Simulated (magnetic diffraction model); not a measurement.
## Magnetic neutron pattern of Na₂Mn₂SiTe₆

Space group Cc (no. 9), a = 12.2770 Å, b = 7.8220 Å, c = 12.2930 Å, β = 108.39°.

```
site  atom       x       y       z
  4a    Te  0.7998  0.2562  0.4329
  4a    Te  0.2687  0.4601  0.6635
  4a    Te  0.7998  0.5025  0.6944
  4a    Te  0.0316  0.7665  0.1967
  4a    Te  0.0974  0.8166  0.8731
  4a    Te  0.9925  0.7762  0.5196
  4a    Mn  0.6651  0.4334  0.4997
  4a    Mn  0.9732  0.9265  0.6891
  4a    Si  0.7275  0.2821  0.2468
  4a    Na  0.0113  0.4274  0.4959
  4a    Na  0.2948  0.3191  0.3429
```

The compound is invented for this exercise: a known structure type with other elements, its cell scaled to their sizes and not relaxed.

Only Mn is taken to order (form factors of Mn2+); orders and moment sizes are assumed, and not adapted to the symmetry. Radiation: neutrons of λ = 1.8 Å, 3° to 30°; isotropic B of 0.4 Å² (Te), 0.55 Å² (Mn), 0.52 Å² (Si) and 0.69 Å² (Na). Simulated constant-wavelength pattern: nuclear and magnetic terms add, the magnetic one as |2.695 fm × Σ f S⊥ exp(2πi Q·r) exp(−B s²)|², summed over all Q at one angle with the factor 1/(sin²θ cos θ). For collinear order S is the moment m, which repeats by lattice and centring translations R with the sign exp(−2πi k·R). Free-ion form factors, Sears's scattering lengths of 1992, no absorption; a label names one of the reflections at its angle. The strongest nuclear line in the range is 100, and lines under 0.2 are left out.

Assume the order k = (1/2 1/2 1/2), collinear moments along [010], 2.19 μB on Mn; signs + at (0.6651, 0.4334, 0.4997), − at (0.6651, 0.5666, 0.9997), − at (0.9732, 0.9265, 0.6891), + at (0.9732, 0.0735, 0.1891).

Q: Where does magnetic intensity appear, and how strong is it?

```
2θ (°)           index  nuclear  magnetic
  8.39  (1/2 1/2 -1/2)      0.0      24.8
  9.76   (1/2 1/2 1/2)      0.0      93.9
 14.24  (1/2 1/2 -3/2)      0.0       8.2
 14.26  (-3/2 1/2 1/2)      0.0       7.9
 15.93         (1 1 0)     45.1       0.0
 16.67   (1/2 1/2 3/2)      0.0      12.7
 16.68  (3/2 -1/2 1/2)      0.0      12.4
 16.82        (1 1 -1)     62.3       0.0
 16.93  (-3/2 1/2 3/2)      0.0       0.9
 17.75         (0 0 2)     18.5       0.0
 17.78         (2 0 0)     34.4       0.0
 19.58         (1 1 1)     24.0       0.0
 20.55  (-1/2 3/2 1/2)      0.0       2.0
 20.82        (2 0 -2)    100.0       0.0
 21.72        (1 1 -2)      5.7       0.0
 22.27  (1/2 1/2 -5/2)      0.0       0.5
 22.30  (5/2 1/2 -1/2)      0.0       0.6
 22.66  (3/2 -1/2 3/2)      0.0      24.2
 23.03  (-3/2 1/2 5/2)      0.0      12.5
 23.05  (5/2 1/2 -3/2)      0.0      12.7
 24.96   (1/2 1/2 5/2)      0.0       2.7
 24.99   (5/2 1/2 1/2)      0.0       2.4
 25.18  (1/2 -3/2 3/2)      0.0       7.2
 25.18   (3/2 3/2 1/2)      0.0       7.0
 25.35  (3/2 3/2 -3/2)      0.0       0.5
 25.98         (1 1 2)     51.0       0.0
 26.61         (0 2 0)     87.9       0.0
 26.95  (5/2 1/2 -5/2)      0.0       6.3
 28.09         (0 2 1)      3.2       0.0
 28.72        (1 1 -3)     73.9       0.0
 28.75        (3 1 -1)     73.7       0.0
 29.01         (2 0 2)     96.2       0.0
 29.26  (-1/2 3/2 5/2)      0.0       0.5
 29.28  (-5/2 3/2 1/2)      0.0       0.5
 29.99         (3 1 0)     11.3       0.0
```

The strongest magnetic line in the range is (1/2 1/2 1/2) at 9.76° (93.9). On top of the Lorentz factor, which all lines share, magnetic lines fade with angle because f falls: for Mn2+ it is 0.90, 0.66, 0.41 and 0.12 at sin θ/λ = 0.1, 0.2, 0.3 and 0.5 Å⁻¹, while nuclear lengths stay constant. The order has no net moment.

[Logs are printed without paths, hosts, clocks, repeated set-up lines and the standing remarks that a program may print on its own settings, such as how far it seeks lower states.]
